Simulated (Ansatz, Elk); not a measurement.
# KRuCl6: X-ray structure factors from the self-consistent density

The structure of KRuCl6 used here is made up (a known structure type with other elements) and was relaxed beforehand with PBEsol. The aim is the Fourier transform of its all-electron density, F(hkl), set beside the sum over free spherical atoms that refinements use.

Main program and level: Elk 11.2.3 (patched build); DFT, PBE, all-electron APW+lo, Dirac cores, scalar-relativistic bands, static density, no spin.

The structure was built from a prototype and need not be the compound's stable phase.

**1. Set-up**

The structure is trigonal, space group R-3m (No. 166). Conventional cell: a = 9.011 Å, b = 9.011 Å, c = 8.313 Å, α = 90.00°, β = 90.00°, γ = 120.00°. Nearest to Ru lie 6 Cl at 2.29 Å. K has 12 Cl at 3.34 to 3.39 Å nearest. Nearest to Cl lie 1 Ru at 2.29 Å and 2 K at 3.34 to 3.39 Å. Farther neighbours and most contacts between anions are not listed.

**2. Ground state and structure factors**

An all-electron density is needed, since X-rays see the cores too. Task 0 finds the density and task 195 Fourier-transforms it; tshift is off so that phases refer to the origin typed.

File elk.in:

```
tasks
  0
  195

xctype
  20

spinpol
  .false.

rgkmax
  7.0

gmaxvr
  14.0

lmaxo
  7

lmaxapw
  8

swidth
  0.002

tshift
  .false.

ramdisk
  .false.

hmaxvr
  5.5

maxscl
  120

epspot
  1e-06

sppath
  './'

avec
  8.51374791315 4.91541464947 5.23661653648
  -8.51374791315 4.91541464947 5.23661653648
  0.00000000000 -9.83082929894 5.23661653648

atoms
  3
  'Ru.in'
  1
  0.0000000000 0.0000000000 -0.0000000000   0.000000 0.000000 0.000000
  'K.in'
  1
  0.5000000000 0.5000000000 0.5000000000   0.000000 0.000000 0.000000
  'Cl.in'
  6
  0.9204566998 0.2785744950 0.2785744950   0.000000 0.000000 0.000000
  0.0795433002 0.7214255050 0.7214255050   0.000000 0.000000 0.000000
  0.7214255050 0.7214255050 0.0795433002   0.000000 0.000000 0.000000
  0.7214255050 0.0795433002 0.7214255050   0.000000 0.000000 0.000000
  0.2785744950 0.9204566998 0.2785744950   0.000000 0.000000 0.000000
  0.2785744950 0.2785744950 0.9204566998   0.000000 0.000000 0.000000

ngridk
  4 4 4
```

Run with:

```
OMP_NUM_THREADS=4 elk
```

Numbers of over 12 decimals in the logs are rounded to 6 here.

Output:

```text
┌─────────────────────────┐
│ Elk code version 11.2.3 │
└─────────────────────────┘

All units are atomic (Hartree, Bohr, etc.)

┌─────────────────────────────────────────────────┐
│ Ground-state run starting from atomic densities │
└─────────────────────────────────────────────────┘

Lattice vectors :
   8.513747913       4.915414649       5.236616536
  -8.513747913       4.915414649       5.236616536
   0.000000000      -9.830829299       5.236616536

Reciprocal lattice vectors :
  0.3690023108      0.2130435835      0.3999519705
 -0.3690023108      0.2130435835      0.3999519705
 -0.5190349886E-17 -0.4260871670      0.3999519705

Unit cell volume      :    1314.870463
Brillouin zone volume :   0.1886499244

Muffin-tin inner radius fraction :   0.1000000000E-01

Nuclei treated as point charges

Species : 1 (Ru)
 parameters loaded from : Ru.in
 name : ruthenium
 nuclear charge    :   -44.00000000
 electronic charge :    44.00000000
 atomic mass :    184239.3393
 muffin-tin radius :    2.312125279
 number of radial points in muffin-tin :   1193
 inner part over the whole radius :   0.9903999643E-02
 number on inner part of muffin-tin    :    846
 approximate nuclear radius :   0.8462081736E-04
 number of mesh points to nuclear radius :    425
 atomic positions (lattice), magnetic fields (Cartesian) :
  1 :   0.00000000  0.00000000  0.00000000    0.00000000  0.00000000  0.00000000

Species : 2 (K)
 parameters loaded from : K.in
 name : potassium
 nuclear charge    :   -19.00000000
 electronic charge :    19.00000000
 atomic mass :    71271.84090
 muffin-tin radius :    2.400000000
 number of radial points in muffin-tin :    993
 inner part over the whole radius :   0.9891652203E-02
 number on inner part of muffin-tin    :    697
 approximate nuclear radius :   0.6514746337E-04
 number of mesh points to nuclear radius :    319
 atomic positions (lattice), magnetic fields (Cartesian) :
  1 :   0.50000000  0.50000000  0.50000000    0.00000000  0.00000000  0.00000000

Species : 3 (Cl)
 parameters loaded from : Cl.in
 name : chlorine
 nuclear charge    :   -17.00000000
 electronic charge :    17.00000000
 atomic mass :    64626.86550
 muffin-tin radius :    1.956413697
 number of radial points in muffin-tin :    793
 inner part over the whole radius :   0.9960617142E-02
 number on inner part of muffin-tin    :    553
 approximate nuclear radius :   0.6305718926E-04
 number of mesh points to nuclear radius :    254
 atomic positions (lattice), magnetic fields (Cartesian) :
  1 :  -0.07954330  0.27857449  0.27857449    0.00000000  0.00000000  0.00000000
  2 :   0.07954330 -0.27857449 -0.27857449    0.00000000  0.00000000  0.00000000
  3 :  -0.27857449 -0.27857449  0.07954330    0.00000000  0.00000000  0.00000000
  4 :  -0.27857449  0.07954330 -0.27857449    0.00000000  0.00000000  0.00000000
  5 :   0.27857449 -0.07954330  0.27857449    0.00000000  0.00000000  0.00000000
  6 :   0.27857449  0.27857449 -0.07954330    0.00000000  0.00000000  0.00000000

Total number of atoms per unit cell :    8
Total muffin-tin volume :    297.8821518
 ratio of muffin-tin to unit cell volume :   0.2265486678

Spin treatment :
 spin-unpolarised

Number of Bravais lattice symmetries :   12
Number of crystal symmetries         :   12
Crystal has inversion symmetry
Real symmetric eigensolver will be used

k-point grid :      4     4     4
k-point offset :    0.000000000       0.000000000       0.000000000
k-point set is reduced with full crystal symmetry group
Total number of k-points :       13

Muffin-tin radius times maximum |G+k| :    7.000000000
 using average radius
Maximum |G+k| for APW functions       :    3.404129612
Maximum (1/2)|G+k|²                   :    5.794049208
Maximum |G| for potential and density :    14.00000000
Constant for pseudocharge density :    8
 order of it for each species :   15  15  15
 order of it for pair densities of each species (exact exchange by exxq0 0: 16) :   12  13   8
Radial integration step length :    1

[...]
xc potential                :     -413.65888304316
 exchange                    :     -328.67360539379
 correlation                 :     -7.084854
 electron entropic           :    -0.47598824144037E-02
 total energy                :     -7904.5765153762

Density of states at Fermi energy :    382.8869889
 (states/Hartree/unit cell)

Estimated indirect band gap :   0.1569763630E-03
 from k-point 2 to k-point 12
Estimated direct band gap   :   0.2922642255E-02
 at k-point 8

Charges :
 core                        :    98.00000000
 valence                     :    67.00000000
 interstitial                :    16.62252383
 muffin-tins (core leakage)
  species : 1 (Ru)
[...]
species : 2 (K)
[...]
species : 3 (Cl)
[...]
total in muffin-tins        :    148.3774762
 total calculated charge     :    165.0000899
 total charge                :    165.0000000
 error                       :   0.8990897618E-04

RMS change in Kohn-Sham potential (target) :   0.4553355087     (  0.1000000000E-05)
Absolute change in total energy (target)   :   0.5476854781     (  0.1000000000E-03)

[... loops 3 to 16 left out ...]

┌──────────────────┐
│ Loop number : 17 │
└──────────────────┘

Energies :
 Fermi                       :     0.66154278428440E-01
 sum of occupied eigenvalues :     -4627.7771646845
 electron kinetic            :      8104.7554637160
 core electron kinetic       :      7824.2713589242
 Coulomb                     :     -15671.585194892
 Coulomb potential           :     -12296.079657581
 nuclear-nuclear             :     -841.58319491061
 electron-nuclear            :     -17379.115393966
 Hartree                     :      2549.1133939843
 Madelung                    :     -9523.5453661018
 xc potential                :     -436.45297081931
 exchange                    :     -329.25671586151
 correlation                 :     -7.105918
 electron entropic           :    -0.38906966281392E-02
 total energy                :     -7903.1962561595

Density of states at Fermi energy :    314.5027854
 (states/Hartree/unit cell)

Estimated indirect band gap :   0.5679394318E-03
 from k-point 5 to k-point 9
Estimated direct band gap   :   0.3557277659E-02
 at k-point 8

Charges :
 core                        :    98.00000000
 valence                     :    67.00000000
 interstitial                :    16.09197333
 muffin-tins (core leakage)
  species : 1 (Ru)
[...]
species : 2 (K)
[...]
species : 3 (Cl)
[...]
total in muffin-tins        :    148.9080267
 total calculated charge     :    165.0001770
 total charge                :    165.0000000
 error                       :   0.1770279103E-03

RMS change in Kohn-Sham potential (target) :   0.1116570346E-06 (  0.1000000000E-05)
Absolute change in total energy (target)   :   0.2960690654E-04 (  0.1000000000E-03)

Convergence targets achieved

┌──────────────────┐
│ Loop number : 18 │
└──────────────────┘

Energies :
 Fermi                       :     0.66154280583270E-01
 sum of occupied eigenvalues :     -4627.7771639811
 electron kinetic            :      8104.7554633135
 core electron kinetic       :      7824.2713600898
 Coulomb                     :     -15671.585193171
 Coulomb potential           :     -12296.079664181
 nuclear-nuclear             :     -841.58319491061
 electron-nuclear            :     -17379.115383819
 Hartree                     :      2549.1133855585
 Madelung                    :     -9523.5453610800
 xc potential                :     -436.45296311328
 exchange                    :     -329.25671571942
 correlation                 :     -7.105918
 electron entropic           :    -0.38906966542495E-02
 total energy                :     -7903.1962546962

Density of states at Fermi energy :    314.5027886
 (states/Hartree/unit cell)

Estimated indirect band gap :   0.5679375330E-03
 from k-point 5 to k-point 9
Estimated direct band gap   :   0.3557275915E-02
 at k-point 8

Charges :
 core                        :    98.00000000
 valence                     :    67.00000000
 interstitial                :    16.09197340
 muffin-tins (core leakage)
  species : 1 (Ru)
[...]
species : 2 (K)
[...]
species : 3 (Cl)
[...]
atom 4                    :    14.89604727     (  0.9431622376E-04)
   atom 5                    :    14.89604727     (  0.9431622376E-04)
   atom 6                    :    14.89604727     (  0.9431622376E-04)
 total in muffin-tins        :    148.9080266
 total calculated charge     :    165.0001770
 total charge                :    165.0000000
 error                       :   0.1770278869E-03

┌──────────────────────────────┐
│ Self-consistent loop stopped │
└──────────────────────────────┘

Wrote STATE.OUT
```

Elapsed: 84 s, on 4 threads of Arm Neoverse V1, shared host; peak memory 0.34 GiB.

SFACRHO.OUT:

```text

h k l indices transformed by vhmat matrix:
   1.000000000       0.000000000       0.000000000    
   0.000000000       1.000000000       0.000000000    
   0.000000000       0.000000000       1.000000000    

      h      k      l  multipl.   |H|            Re(F)            Im(F)           |F|

      0      0      0      1   0.0000000       165.00000      0.55536012E-15   165.00000    
      0     -1      0      6  0.58439015       40.458722     -0.57023416E-14   40.458722    
      1     -1      0      6  0.73800462       48.735172      0.12135484E-14   48.735172    
      0     -1     -1      6  0.90630932       45.423064     -0.34214050E-14   45.423064    
      1     -1      1      6  0.94136214       53.403979      0.34214050E-14   53.403979    
      0     -2      0      6   1.1687803       16.364370      0.22809367E-14   16.364370    
     -2      0      1     12   1.1961662      -22.953462     -0.11404683E-14   22.953462    
      1      1      1      2   1.1998559      -53.662221      0.65576929E-14   53.662221    
     -2      1      1      6   1.2782615       13.177988      0.22809367E-14   13.177988    
     -1      2      1     12   1.3822801       88.568350     -0.45618733E-14   88.568350    
      1      0      2     12   1.4086536       26.679308      0.34214050E-14   26.679308    
     -2      2      0      6   1.4760092       59.776134     -0.32449342E-14   59.776134    
     -2      2     -1     12   1.5874871       41.112290     -0.51321075E-14   41.112290    
     -1     -1     -2      6   1.6555771       29.015331      0.57023416E-14   29.015331    
      0      3     -1     12   1.7320508       21.446131      0.74130441E-14   21.446131    
     -1     -1      3      6   1.7506473      -1.8344300      0.11404683E-14   1.8344300    
      3      0      0      6   1.7531705       42.227565      0.34214050E-14   42.227565    
     -2     -2      1      6   1.7531705       56.835877     -0.34214050E-14   56.835877
```

Elk indexes on the primitive cell of elk.in and gives |H| = 4π sin θ/λ in inverse bohr. Below, one row stands for each form hkl of the conventional cell (m members, Friedel mates merged), F is for one primitive cell and the density is static (no thermal factor). Free-atom factors are Waasmaier and Kirfel's, and R is Σm||F|−|F'||/Σm|F|.

```tsv
hkl	m	sin θ/λ (Å⁻¹)	abs F, DFT	neutral atoms	diff.
101	6	0.088	40.459	40.540	-0.082
110	6	0.111	48.735	48.941	-0.206
012	6	0.136	45.423	45.785	-0.362
021	6	0.142	53.404	53.540	-0.136
202	6	0.176	16.364	16.982	-0.618
211	12	0.180	22.953	22.410	+0.544
003	2	0.180	53.662	52.954	+0.708
300	6	0.192	13.178	13.611	-0.433
122	12	0.208	88.568	88.513	+0.055
113	12	0.212	26.679	26.966	-0.287
220	6	0.222	59.776	60.082	-0.306
131	12	0.239	41.112	41.166	-0.054
104	6	0.249	29.015	29.267	-0.252
312	12	0.261	21.446	21.587	-0.141
```

**3. The highest occupied states alone**

An energy window below the Fermi level keeps the highest occupied states, to see at which angles they scatter; shallow core shells can lie inside it and anion s states outside. No new self-consistency is needed.

Edit elk.in of step 2 so:

```diff
@@ -1,3 +1,2 @@
 tasks
-  0
   195
@@ -40,2 +39,5 @@
 
+wsfac
+  -0.374840 0.366150
+
 sppath
```

Run with:

```
OMP_NUM_THREADS=4 elk
```

Output:

```text
┌─────────────────────────────────┐
│ Elk code version 11.2.3 started │
└─────────────────────────────────┘

Info(readinput): the functional depends on the density's gradient
 muffin-tin radial points multiplied by    2.00000
 (not where nrmtscf is given)

┌────────────────────┐
│ Current task : 195 │
└────────────────────┘
Info(checkmt): changed muffin-tin radius of species 1 (Ru) from   2.6000 to   2.3121
Info(checkmt): changed muffin-tin radius of species 3 (Cl) from   2.2000 to   1.9564

Info(sfacrho): density structure factors written to SFACRHO.OUT

 Energy window :  -0.3748400000      0.3661500000

┌──────────────────┐
│ Elk code stopped │
└──────────────────┘
```

Wall time 29 s (4 threads); peak memory 0.24 GiB.

States within 12 eV below the Fermi level hold 45.00 electrons; any levels below the window count with the cores. Their amplitudes can exceed the total, where window and core parts have opposite phase:

```tsv
hkl	sin θ/λ (Å⁻¹)	abs F, window	abs F, all
101	0.088	4.476	40.459
110	0.111	7.714	48.735
012	0.136	6.436	45.423
021	0.142	6.393	53.404
202	0.176	0.580	16.364
211	0.180	7.758	22.953
003	0.180	12.830	53.662
300	0.192	0.403	13.178
122	0.208	10.584	88.568
113	0.212	0.375	26.679
```

**4. Another functional**

The difference from free atoms is small, so it is set against the change that LDA (Perdew-Wang) makes.

Edit elk.in of step 3 so:

```diff
@@ -1,2 +1,3 @@
 tasks
+  0
   195
@@ -4,3 +5,3 @@
 xctype
-  20
+  3
 
@@ -39,5 +40,2 @@
 
-wsfac
-  -0.374840 0.366150
-
 sppath
```

Run with:

```
OMP_NUM_THREADS=4 elk
```

Output:

```text
┌─────────────────────────┐
│ Elk code version 11.2.3 │
└─────────────────────────┘

All units are atomic (Hartree, Bohr, etc.)

┌─────────────────────────────────────────────────┐
│ Ground-state run starting from atomic densities │
└─────────────────────────────────────────────────┘

Lattice vectors :
   8.513747913       4.915414649       5.236616536
  -8.513747913       4.915414649       5.236616536
   0.000000000      -9.830829299       5.236616536

Reciprocal lattice vectors :
  0.3690023108      0.2130435835      0.3999519705
[...]
interstitial                :    16.28509628
 muffin-tins (core leakage)
  species : 1 (Ru)
[...]
species : 2 (K)
[...]
species : 3 (Cl)
[...]
atom 5                    :    14.86400841     (  0.8807402481E-04)
   atom 6                    :    14.86400841     (  0.8807402481E-04)
 total in muffin-tins        :    148.7149037
 total calculated charge     :    165.0002262
 total charge                :    165.0000000
 error                       :   0.2261573707E-03

┌──────────────────────────────┐
│ Self-consistent loop stopped │
└──────────────────────────────┘

Wrote STATE.OUT
[key lines of the parts left out:]
total energy                :     -7889.4613227172
```

It took 59 s on 4 threads; peak memory 0.32 GiB.

Against the first run R = 0.05 %; the largest change is -0.149 at 003.

**5. Basis size**

A smaller basis shows how fast F responds to it; the change is likely larger than the basis error of the first run, but doesn't show convergence.

Edit elk.in of step 4 so:

```diff
@@ -5,3 +5,3 @@
 xctype
-  3
+  20
 
@@ -11,3 +11,3 @@
 rgkmax
-  7.0
+  5.5
```

Run with:

```
OMP_NUM_THREADS=4 elk
```

Output:

```text
┌─────────────────────────┐
│ Elk code version 11.2.3 │
└─────────────────────────┘

All units are atomic (Hartree, Bohr, etc.)

┌─────────────────────────────────────────────────┐
│ Ground-state run starting from atomic densities │
└─────────────────────────────────────────────────┘

Lattice vectors :
   8.513747913       4.915414649       5.236616536
  -8.513747913       4.915414649       5.236616536
   0.000000000      -9.830829299       5.236616536

Reciprocal lattice vectors :
  0.3690023108      0.2130435835      0.3999519705
[...]
interstitial                :    16.41692905
 muffin-tins (core leakage)
  species : 1 (Ru)
[...]
species : 2 (K)
[...]
species : 3 (Cl)
[...]
atom 5                    :    14.85457332     (  0.9376781715E-04)
   atom 6                    :    14.85457332     (  0.9376781715E-04)
 total in muffin-tins        :    148.5830710
 total calculated charge     :    164.9999879
 total charge                :    165.0000000
 error                       :   0.1214100666E-04

┌──────────────────────────────┐
│ Self-consistent loop stopped │
└──────────────────────────────┘

Wrote STATE.OUT
[key lines of the parts left out:]
total energy                :     -7903.0285321478
```

It took 56 s on 4 threads; peak memory 0.3 GiB.

Against the first run R = 0.09 %; the largest change is -0.087 at 033.

**6. Settings against the effect**

```tsv
run	R against the first run (%)	R against neutral atoms, low angle (%)	wall time
PBE, rgkmax 7	0.00	0.56	84 s
LDA (Perdew-Wang)	0.05	0.55	59 s
rgkmax 5.5	0.09	0.60	56 s
```

**7. Outcome**

```json
{
  "R against neutral atoms, sin θ/λ < 0.3 Å⁻¹": "0.56 %",
  "R against neutral atoms, 0.3 to 0.60 Å⁻¹": "0.43 %"
}
```

Independent neutral atoms miss the calculated amplitudes by R = 0.56 % below 0.3 Å⁻¹ and 0.43 % from there to 0.60 Å⁻¹; by shells, 0.42 % below 0.15 Å⁻¹ (4 forms), 0.59 % 0.15 to 0.3 (19 forms), 0.38 % 0.3 to 0.45 (42 forms), 0.45 % above 0.45 (84 forms). Bonding, aspherical density and the tables' own atoms all enter these figures, and the runs don't part them. The largest change of an amplitude is +0.71 electrons, at 003. Weak lines can change much in proportion: 401 goes from 1.36 to 1.83. The window's part falls from 45.0 electrons at the origin to at most 0.71 between 0.45 and 0.60 Å⁻¹. Below 0.3 Å⁻¹ the changes that finished (LDA (Perdew-Wang) and rgkmax 5.5) move F by R = 0.09 % at most, against the 0.56 % that separates it from free atoms. The k-mesh has no finished test. These runs have no spin, though d or f shells may be open. The electron count is odd, so without spin the run is a metal by force. Part of the difference isn't bonding: the tables are fits to free atoms and ions calculated by other methods than this functional. Thermal motion, anomalous dispersion and extinction are left out.

[Logs are printed without paths, hosts, clocks, repeated set-up lines and the standing remarks that a program may print on its own settings, such as how far it seeks lower states.]

[Hosts, paths, dates, database ids (printed as entryN), source tags and the programs' standing remarks are cut or masked in the printed files.]
